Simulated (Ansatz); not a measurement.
## Heat carried by phonons in CdF2 (Fm-3m)

Aim: the lattice thermal conductivity of CdF2 against temperature, and which phonons carry it.

What experiment has found for this phase:
- thermal conductivity 4.3 W/m/K near room temperature (given in “Predicting the lattice thermal conductivity of solids by solving the Boltzmann transport equation: AFLOW - AAPL an automated, accurate and efficient framework”, 2017, arXiv:1611.05481)

Method: DFT LDA, scalar-relativistic, plane waves, PAW; PAW set soft_1, in Ansatz 0.2.0.

This is a report of a sequence of runs, with most program output left out.

## (1) The structure

The structure is cubic, space group Fm-3m (No. 225). Conventional cell: a = 5.388 Å, b = 5.388 Å, c = 5.388 Å, α = 90.00°, β = 90.00°, γ = 90.00°. Nearest to Cd lie 8 F at 2.33 Å. Nearest to F lie 4 Cd at 2.33 Å. Farther neighbours and most contacts between anions are not listed.

As a file:

```cif
data_structure
_symmetry_space_group_name_H-M 'P 1'
_symmetry_Int_Tables_number 1
_cell_length_a 3.8099
_cell_length_b 3.8099
_cell_length_c 3.8099
_cell_angle_alpha 60.000
_cell_angle_beta 60.000
_cell_angle_gamma 60.000
_cell_volume 39.10
loop_
_atom_site_label
_atom_site_type_symbol
_atom_site_fract_x
_atom_site_fract_y
_atom_site_fract_z
_atom_site_occupancy
Cd1 Cd 0.00000 0.00000 0.00000 1
F2 F 0.25000 0.25000 0.25000 1
F3 F 0.75000 0.75000 0.75000 1
```

## (2) A first coarse run

Before spending time, one coarse run tells the gap and the pressure of the starting cell.

The input, input.yaml:

```yaml
crystal:
  lattice:
    - [0.0, 2.694, 2.694]
    - [2.694, 0.0, 2.694]
    - [2.694, 2.694, 0.0]
  atoms:
    - { symbol: Cd, position: [0.0, 0.0, 0.0] }
    - { symbol: F, position: [0.25, 0.25, 0.25] }
    - { symbol: F, position: [0.75, 0.75, 0.75] }
kpoints:
  mp_grid: { grid: [6, 6, 6] }
hamiltonian:
  xc: lda
  pseudopotentials: { kind: paw, azcp: { folder: soft_1 }, xc_functional: pbe }
scf:
  occupations: { method: gaussian, width: 0.1 }
  lower_state_search: "off"
output:
  forces: true
  stress: true
  eigenvalues: true
```

Run with:

```
> ansatz run input.yaml --threads 18 --pin off --max-ram 92160MiB --backend cuda --events-out ev --progress --plain --runs-dir out
```

Wall time 1.9 s (1 × NVIDIA GB200 with 18 threads of Arm Neoverse V2, shared host); peak memory 1.1 GiB.

Numbers from this step:

```
pressure          : -5.677 GPa
gap on the k-mesh : 2.828 eV
volume per atom   : 13.03 Å³/atom
```

The start is under -5.7 GPa at this level and looks like an insulator or semiconductor on this mesh.

## (3) Relaxation

Phonons are second derivatives about a minimum, so cell and atoms are relaxed first, inside the symmetry of the start.

input.yaml, the sections that differ from step 2:

```yaml
kpoints:
  mp_grid: { grid: [8, 8, 8] }
scf:
  occupations: { method: gaussian, width: 0.02 }
  lower_state_search: "off"
relax:
  adjacent_minimum: "off"
  f_tol: 0.005
  max_steps: 80
  cell: { stress_tol: 0.05 }
# crystal, hamiltonian, output: as in step 2
```

It took 3.9 s on 1 × NVIDIA GB200 with 18 threads; peak memory 1.1 GiB; 6.4 s of CPU time.

The steps of the relaxation:

```csv
step,energy less that of the first step (eV),largest force component (eV/Å),pressure (GPa),volume (Å³)
1,0.0000,0.0000,-5.68,39.10
2,-0.0412,0.0000,0.05,37.24
3,-0.0411,0.0000,0.00,37.25
4*,-0.0359,0.0000,-0.28,37.25
5,-0.0362,0.0000,0.00,37.17
6*,-0.0359,0.0000,-0.01,37.17
```

Relaxation steps marked * repeat the geometry before them on a plane-wave basis chosen anew for their cell, so energy and pressure can jump there.

The run keeps the 48 symmetry operations that it works with, so distortions that break them were not tested.

```csv
"conventional cell, symmetrised",before,after,change
a (Å),5.388,5.298,-1.7 %
b (Å),5.388,5.298,-1.7 %
c (Å),5.388,5.298,-1.7 %
volume (Å³/atom),13.03,12.39,-4.9 %
```

Final coordinates:

```
Cd F
1.0
     0.00000    2.64894    2.64894
     2.64894    0.00000    2.64894
     2.64894    2.64894    0.00000
Cd F
1 2
Direct
  0.00000 0.00000 0.00000
  0.25000 0.25000 0.25000
  0.75000 0.75000 0.75000
```

Numbers from this step:

* pressure: -0.006461 GPa
* gap on the k-mesh: 2.989 eV
* volume per atom: 12.39 Å³/atom

The relaxation ends with a pressure of -0.01 GPa.

## (4) Relaxing to small residual forces and stress

The thresholds are tightened for a last relaxation ahead of the phonons, and where mesh or smearing change with them the cell follows.

input.yaml, the sections that differ from step 3:

```yaml
crystal:
  lattice:
    - [0.0, 2.6489361669, 2.6489361669]
    - [2.6489361669, 0.0, 2.6489361669]
    - [2.6489361669, 2.6489361669, 0.0]
  atoms:
    - { symbol: Cd, position: [0.0, 0.0, 0.0] }
    - { symbol: F, position: [0.25, 0.25, 0.25] }
    - { symbol: F, position: [0.75, 0.75, 0.75] }
scf:
  occupations: { method: fixed }
  lower_state_search: "off"
relax:
  adjacent_minimum: "off"
  f_tol: 0.001
  max_steps: 60
  cell: { stress_tol: 0.01 }
# kpoints, hamiltonian, output: as in step 3
```

Run time: 2 s. Hardware: 1 × NVIDIA GB200 with 18 threads; peak memory 1.1 GiB; 2.8 s of CPU time.

Little changed from the start: no atom moved by 0.005 Å and no cell edge by 0.1 %.

This step gave:

| Item | Value |
| --- | --- |
| pressure | -0.006449 GPa |

The residual pressure is -0.0064 GPa, small enough for phonons.

## (5) A faulty attempt

This input was changed on purpose, to see how the program answers.

input.yaml, the sections that differ from step 4:

```yaml
scf:
  occupations: { method: fixed }
  lower_state_search: "off"
  max_iter: 80
output:
  eigenvalues: true
phonons:
  supercell: [2, 2, 2]
  dielectric: false
  third_order: { supercell: [2, 2, 2], pair_cutoff: 2.444 }
  lattice_thermal_conductivity:
    qmesh: [11, 11, 11]
    temperatures: [300]
    isotope_mass_variance:
      - { species: Cd, variance: -0.0001 }
      - { species: F, variance: -0.0001 }
# crystal, kpoints, hamiltonian: as in step 4
# relax: removed
```

It took 0.04 s on 18 threads; peak memory 0.035 GiB.

The input was rejected at the start.

The program's message: “Error: 2 input errors — fix all and re-run
  1. invalid value for `phonons.lattice_thermal_conductivity.isotope_mass_variance[].variance`: must be finite and ≥ 0; got -0.0001
  2. invalid value for `p …”

The fault put into the input: a negative mass variance.

## (6) Anharmonic force constants and conductivity

The supercell must be wider than twice the pair cutoff, and the number of displaced cells grows with the pairs inside it, which is where the cost lies.

input.yaml, the sections that differ from step 5:

```yaml
scf:
  occupations: { method: fixed }
  lower_state_search: "off"
phonons:
  method: fd
  dielectric: true
  qmesh: [8, 8, 8]
  temperatures: { t_max: 1000, t_step: 50 }
  qpath:
    path:
      - [[0.0, 0.0, 0.0], [0.5, 0.0, 0.5], [0.5, 0.25, 0.75], [0.375, 0.375, 0.75], [0.0, 0.0, 0.0], [0.5, 0.5, 0.5], [0.625, 0.25, 0.625], [0.5, 0.25, 0.75], [0.5, 0.5, 0.5], [0.375, 0.375, 0.75]]
      - [[0.625, 0.25, 0.625], [0.5, 0.0, 0.5]]
    npoints: 10
  third_order: { supercell: [4, 4, 4], pair_cutoff: 4.738 }
  lattice_thermal_conductivity:
    qmesh: [21, 21, 21]
    temperatures: [100.0, 150.0, 200.0, 300.0, 400.0, 500.0, 600.0, 800.0]
    isotope_mass_variance: [{ species: Cd, variance: 0.0002716 }, { species: F, variance: 0.0 }]
    solution: relaxation_time
# crystal, kpoints, hamiltonian, output: as in step 5
```

It took 13 min on 1 × NVIDIA GB200 with 18 threads; peak memory 14 GiB; 87 min of CPU time.

This step gave:

```
lowest frequency on the path               : 0 cm⁻¹
zero-point energy                          : 0.1290 eV/cell
point group                                : m-3m
highest frequency                          : 413.1 cm⁻¹
Debye temperature from the second moment   : 471 K
κ at 300 K (relaxation time)               : 5.207 W/m/K
dipole term                                : run
mean free path at half of κ                : 4.24 nm
share of κ above the three lowest branches : 0.298
third-order blocks                         : 2787
periodic aliases dropped                   : 0
largest relative sum-rule correction       : 0.2325
displaced cells, third order               : 171
```

LO-TO term included. Phonon branches along the path, in cm⁻¹:

```csv
point,branch 1,branch 2,branch 3,branch 4,branch 5,branch 6,branch 7,branch 8,branch 9
Γ,0,0,0,237,237,318,318,318,390
halfway,61,61,149,204,204,246,345,345,400
X,111,111,117,156,156,199,365,365,413
halfway,113,124,126,151,187,210,347,370,409
W,115,137,139,158,158,292,292,376,404
halfway,111,131,145,160,173,252,325,370,404
K,106,128,142,179,191,217,350,356,405
halfway,74,78,142,201,281,282,306,330,386
Γ,0,0,0,237,237,318,318,318,390
halfway,64,64,125,248,248,311,311,312,378
L,88,88,187,266,266,298,298,307,361
halfway,95,118,174,200,231,266,326,338,386
U,106,128,142,179,191,217,350,356,405
halfway,111,131,145,160,173,252,325,370,404
W,115,137,139,158,158,292,292,376,404
halfway,98,124,171,196,202,294,297,353,390
L,88,88,187,266,266,298,298,307,361
halfway,95,118,174,200,231,266,326,338,386
K,106,128,142,179,191,217,350,356,405
jump to U,106,128,142,179,191,217,350,356,405
halfway,110,120,121,166,175,194,361,363,411
X,111,111,117,156,156,199,365,365,413
```

Table of lattice thermal conductivity, RTA xx by temperature:

```csv
temperature (K),"lattice thermal conductivity, RTA xx (W/m/K)"
100,17.3
150,10.4
200,7.70
300,5.21
400,4.01
500,3.31
600,2.83
800,2.24
```

The modes has structure finer than the step of the table below, so its rows give means over 20 cm⁻¹, whole bins alone (the curve runs from -10 to 435 cm⁻¹). Peaks (cm⁻¹: height): Cd 96.4: 0.0366, 172.0: 0.0297; F 130.0: 0.0117, 233.6: 0.0214, 323.3: 0.0336, 390.5: 0.0314.

Phonopy on the run's constants, 19x19x19 mesh, Gaussian sigma 3.2 cm⁻¹. The modes by wavenumber; means over each step; values in 1/cm⁻¹/cell:

```csv
wavenumber (cm⁻¹),Cd,F
0,3.8e-5,1.2e-5
20,7.8e-4,2.5e-4
40,0.00284,8.8e-4
60,0.00721,0.00193
80,0.0197,0.00368
100,0.0347,0.00450
120,0.0170,0.00620
140,0.00925,0.00842
160,0.0191,0.0129
180,0.0227,0.0167
200,0.00510,0.0183
220,0.00232,0.0195
240,0.00175,0.0193
260,9.8e-4,0.0182
280,7.1e-4,0.0152
300,8.5e-4,0.0207
320,7.5e-4,0.0296
340,7.3e-4,0.0291
360,7.5e-4,0.0256
380,0.00154,0.0198
400,0.00108,0.0270
420,1.8e-5,0.00213
```

Distinct triplets, nearest first. Third order norms, by row:

```csv
sites,side 1 (Å),side 2 (Å),side 3 (Å),norm of the 27 components (eV/Å³)
Cd-Cd-Cd,0,0,0,0
F-F-F,0,0,0,39.95
Cd-F-F,0,2.29,2.29,18.57
Cd-F-Cd,0,2.29,2.29,19.4
Cd-F-F,2.29,2.29,2.65,0.917
F-F-F,0,2.65,2.65,5.096
Cd-F-F,2.29,2.29,3.75,0.313
Cd-F-Cd,2.29,2.29,3.75,0.675
F-F-F,2.65,2.65,3.75,0.253
Cd-Cd-Cd,0,3.75,3.75,1.824
Cd-Cd-Cd,3.75,3.75,3.75,0.1
F-F-F,0,3.75,3.75,0.579
F-F-F,3.75,3.75,3.75,0.015
F-F-F,3.75,3.75,3.75,0.048
Cd-F-F,2.29,2.65,4.39,0.29
Cd-F-F,2.29,3.75,4.39,0.086
Cd-F-Cd,2.29,3.75,4.39,0.125
Cd-F-F,0,4.39,4.39,0.389
Cd-F-F,3.75,4.39,4.39,0.05
Cd-F-F,3.75,4.39,4.39,0.012
Cd-F-F,2.65,4.39,4.39,0.071
Cd-F-Cd,3.75,4.39,4.39,0.073
Cd-F-Cd,3.75,4.39,4.39,0.025
Cd-F-Cd,0,4.39,4.39,0.36
Cd-F-F,2.29,2.29,4.59,0.143
F-F-F,2.65,3.75,4.59,0.041
F-F-F,2.65,3.75,4.59,0.073
Cd-F-F,4.39,4.39,4.59,0.009
Cd-F-F,2.29,4.39,4.59,0.038
F-F-F,0,4.59,4.59,0.145
```

Born charge (rows field, columns displacement) (e), principal values of the symmetric part by kind of site:

```csv
atom,atoms with these values,low,middle,high,mean
Cd1,1,2.46,2.46,2.46,2.46
F2,2,-1.23,-1.23,-1.23,-1.23
```

In full for F2:

```
-1.23  0.00  0.00
 0.00 -1.23  0.00
 0.00  0.00 -1.23
```

RTA, 300 K. Kappa by branch, by row:

```csv
branch (by rank),mean frequency (THz),mean rms speed (km/s),median lifetime (ps),share of kappa
1,2.65,1.28,1.87,0.168
2,3.07,1.99,1.45,0.28
3,4.59,2.26,0.716,0.254
4,5.85,2.45,0.333,0.053
5,6.52,3.16,0.297,0.081
6,7.83,3.78,0.285,0.103
7,9.72,2.47,0.275,0.043
8,10.39,1.49,0.266,0.014
9,11.77,0.96,0.159,0.003
```

Spectral kappa at 300 K, relaxation time (W/m/K/THz) against frequency; read off at these points:

frequency (THz), spectral kappa at 300 K, relaxation time (W/m/K/THz) and a bar:
```
     0.25       0.38 ###########
     0.75       0.80 ########################
     1.25       0.97 #############################
     1.75       1.00 ##############################
     2.25       0.89 ###########################
     2.75       0.90 ###########################
     3.25       0.70 #####################
     3.75       0.49 ###############
     4.25       0.31 #########
     4.75       0.30 #########
     5.25       0.31 #########
     5.75       0.31 #########
     6.25       0.34 ##########
     6.75       0.35 ##########
     7.25       0.30 #########
     7.75       0.29 ########
     8.25       0.25 ########
     8.75       0.23 #######
     9.25       0.20 ######
     9.75       0.16 #####
    10.25       0.10 ###
    10.75       0.04 #
    11.25       0.01 
    11.75       0.02 
    12.25       0.00
```

Relaxation-time solution. Table of share of κ carried by shorter paths by mean free path:

```csv
mean free path (nm),100 K,300 K,800 K
0.316,0,0.005,0.093
0.464,0,0.014,0.251
0.681,0.001,0.042,0.387
1,0.001,0.114,0.442
1.47,0.004,0.294,0.519
2.15,0.01,0.373,0.584
3.16,0.028,0.433,0.642
4.64,0.083,0.518,0.703
6.81,0.167,0.586,0.759
10,0.214,0.647,0.804
14.7,0.282,0.703,0.846
21.5,0.375,0.768,0.901
31.6,0.45,0.822,0.93
46.4,0.517,0.849,0.934
68.1,0.589,0.899,0.971
100,0.658,0.925,1
147,0.712,0.942,1
215,0.771,0.968,1
316,0.836,1,1
464,0.888,1,1
681,0.888,1,1
1000,0.952,1,1
1470,1,1,1
```

300 K; a sample spread over frequency. Mode lifetimes, by row, the first 40 of 90 rows:

```csv
q1,q2,q3,branch,frequency (THz),rms speed (km/s),three-phonon rate (1/ps),isotope rate (1/ps),lifetime (ps),mean free path (nm)
0,0.0476,0.0476,1,0.347,1.94,0.0241,2.94e-7,41.5,80.4
0,0,0.1429,2,1.19,2.55,0.067,8.97e-5,14.9,38
0,0.1429,-0.1429,1,1.618,2.42,0.387,3.02e-4,2.59,6.25
0.0476,0.1905,0.2857,2,1.926,2.43,0.306,7.21e-4,3.26,7.93
0,0.1429,0.3333,1,2.129,1.74,0.362,0.00121,2.76,4.79
0.0476,0.1429,-0.2381,1,2.302,1.88,0.399,0.00191,2.49,4.69
0.0952,0.2857,0.381,2,2.451,1.96,0.476,0.0028,2.09,4.1
0,0.0476,-0.381,1,2.551,0.74,0.333,0.00429,2.97,2.19
0,0.1429,-0.2857,2,2.646,2.36,0.574,0.00579,1.72,4.07
0.0476,0.1429,-0.4762,1,2.72,0.62,0.403,0.00735,2.44,1.5
0,0.2381,0.4762,1,2.802,1.19,0.574,0.00758,1.72,2.04
0.1429,0.2857,-0.4762,1,2.885,1.25,0.556,0.00821,1.77,2.22
0.1429,0.3333,0.4762,2,2.958,2.44,1.11,0.00677,0.898,2.19
0,0.2857,-0.381,1,3.034,0.62,0.6,0.00927,1.64,1.01
0.0476,0.4286,0.4762,1,3.133,1.37,0.806,0.00933,1.23,1.68
0.1905,0.381,-0.381,1,3.225,1,0.682,0.0104,1.44,1.45
0.0952,0.4286,-0.4286,1,3.291,0.9,0.739,0.0105,1.33,1.2
0.1429,0.4762,-0.381,1,3.38,0.38,0.755,0.00774,1.31,0.496
0,0.1905,-0.4286,2,3.561,2.24,0.713,0.0046,1.39,3.12
0,0.4286,-0.4286,3,3.694,1.75,0.787,0.00544,1.26,2.21
0.0952,0.4286,-0.381,2,3.841,1.55,3.16,2.97e-4,0.316,0.492
0,0.2857,-0.381,2,3.981,1.13,2.05,0.00287,0.487,0.55
0.0476,0.4286,0.4762,3,4.124,3.95,3.19,1.43e-6,0.313,1.24
0.0476,0.1905,-0.1905,3,4.353,2.54,0.914,0.00344,1.09,2.76
0,0.0952,-0.2857,3,4.565,2.78,1.11,0.00557,0.898,2.49
0.0476,0.2857,-0.381,3,4.7,2.36,2.56,0.00496,0.389,0.919
0.1905,0.381,-0.381,3,4.814,1.9,2.77,0.00425,0.36,0.685
0.1905,0.4286,-0.2381,5,4.886,1.81,1.47,0.0191,0.673,1.22
0.0952,0.381,-0.4286,4,4.978,2.73,3,0.00268,0.333,0.909
0.0952,0.2857,-0.4286,3,5.041,1.61,2.22,0.0134,0.449,0.724
0.0952,0.2381,-0.4762,3,5.125,0.86,1.52,0.0227,0.649,0.56
0,0.1905,-0.4286,3,5.193,1.78,1.91,0.0209,0.519,0.925
0,0.0952,-0.381,3,5.261,1.71,1.42,0.02,0.694,1.19
0.0476,0.1429,-0.381,3,5.341,1.3,1.55,0.0193,0.635,0.828
0.0476,0.381,-0.381,5,5.42,2.18,2.51,0.00838,0.397,0.865
0.1429,0.2857,-0.4286,4,5.494,2.74,2.52,0.00768,0.395,1.08
0,0.3333,0.4762,5,5.578,0.88,1.98,0.0163,0.501,0.439
0.0476,0.2857,0.381,4,5.708,2.15,3.09,0.00134,0.324,0.698
0.0952,0.2857,-0.4762,5,5.812,4.71,3.58,6.76e-4,0.28,1.32
0.0476,0.2857,-0.4286,5,5.949,4.02,3.5,2.79e-4,0.286,1.15
```

Without the LO-TO term. Gamma linewidths, by row:

```csv
branch,frequency (cm⁻¹),three-phonon rate (1/ps),isotope rate (1/ps),FWHM (cm⁻¹)
4,236.9,1.62,8.66e-4,8.59
5,236.9,1.62,8.66e-4,8.59
6,236.9,1.62,8.66e-4,8.59
7,318.2,3.08,2.42e-34,16.4
8,318.2,3.08,2.42e-34,16.4
9,318.2,3.08,2.42e-34,16.4
```

W/m/K, third of the trace; RTA populations with a boundary rate v/L added to each mode (Matthiessen's rule). Kappa by grain size, by row:

```csv
T (K),bulk,10 nm,30 nm,100 nm,300 nm,1000 nm,10000 nm,100000 nm
100,17.16,4.656,7.476,10.65,13.16,15.19,16.86,17.13
300,4.834,2.915,3.627,4.204,4.537,4.725,4.822,4.832
600,2.398,1.721,2.008,2.217,2.322,2.373,2.396,2.398
```

W/m/K, third of the trace; RTA populations with the isotope rates scaled. Kappa by mass disorder, by row:

```csv
T (K),no isotopes,as typed,variance x 3,variance x 10,variance x 30
100,17.56,17.16,16.48,14.8,12.29
300,4.854,4.834,4.794,4.669,4.39
600,2.403,2.398,2.389,2.359,2.282
```

At 300 K the relaxation-time value is 5.21 W/(m K).

## (7) Outcome

```
highest frequency                          : 413.1 cm⁻¹
Debye temperature from the second moment   : 471 K
κ at 300 K (relaxation time)               : 5.207 W/m/K
mean free path at half of κ                : 4.24 nm
share of κ above the three lowest branches : 0.298
```

What this shows: The lattice of CdF2 conducts 5.21 W/(m K) at 300 K by LDA (mean over directions, relaxation-time solution). Above 300 K the relaxation-time κ falls as T^-0.86; the coherence part, which does not fall like the populations, is one cause of the flatter curve. Grains of 100 nm would keep 87 % of the bulk value at 300 K, and grains of 1 µm 98 %. Removing the natural isotope disorder raises κ at 300 K by 0 %. A measured thermal conductivity near room temperature is 4.3 W/m/K (arXiv:1611.05481); the calculated 5.21 W/m/K differs by +21 %. The relaxed cell is 5 % smaller in volume than the database cell, which stiffens most phonons and usually raises κ; no run here tested that. Four-phonon, defect and boundary scattering, which are left out, would lower the calculated value; thermal expansion is left out too. The last run computed the relaxation-time solution alone; it counts normal processes as resistive, so the full solution usually lies higher, most of all in good conductors. The sum rules changed one orbit of cubic constants by up to 23 %; by the manual a large change points to a short cutoff or, on a small and distant orbit, to noisy forces. The conductivities include the coherence part between close branches; the shares for grains, isotopes, branches and paths are of the relaxation-time populations alone. Cubic couplings among atoms farther apart than the pair cutoff are dropped, and neither the cutoff nor the q-mesh was shown to be converged here. The interpolation has no quadrupole term, so branches near the zone centre are less sure, since this crystal has sites that are not centres of inversion. The PAW files were made for PBE and are used here under another functional, for which the program regenerates the frozen cores.

[Logs are printed without paths, hosts, clocks, repeated set-up lines and the standing remarks that a program may print on its own settings, such as how far it seeks lower states.]

[Hosts, paths, dates, database ids (printed as entryN), source tags and the programs' standing remarks are cut or masked in the printed files.]

[A step with changed settings may run another functional than the one named; its input shows which.]
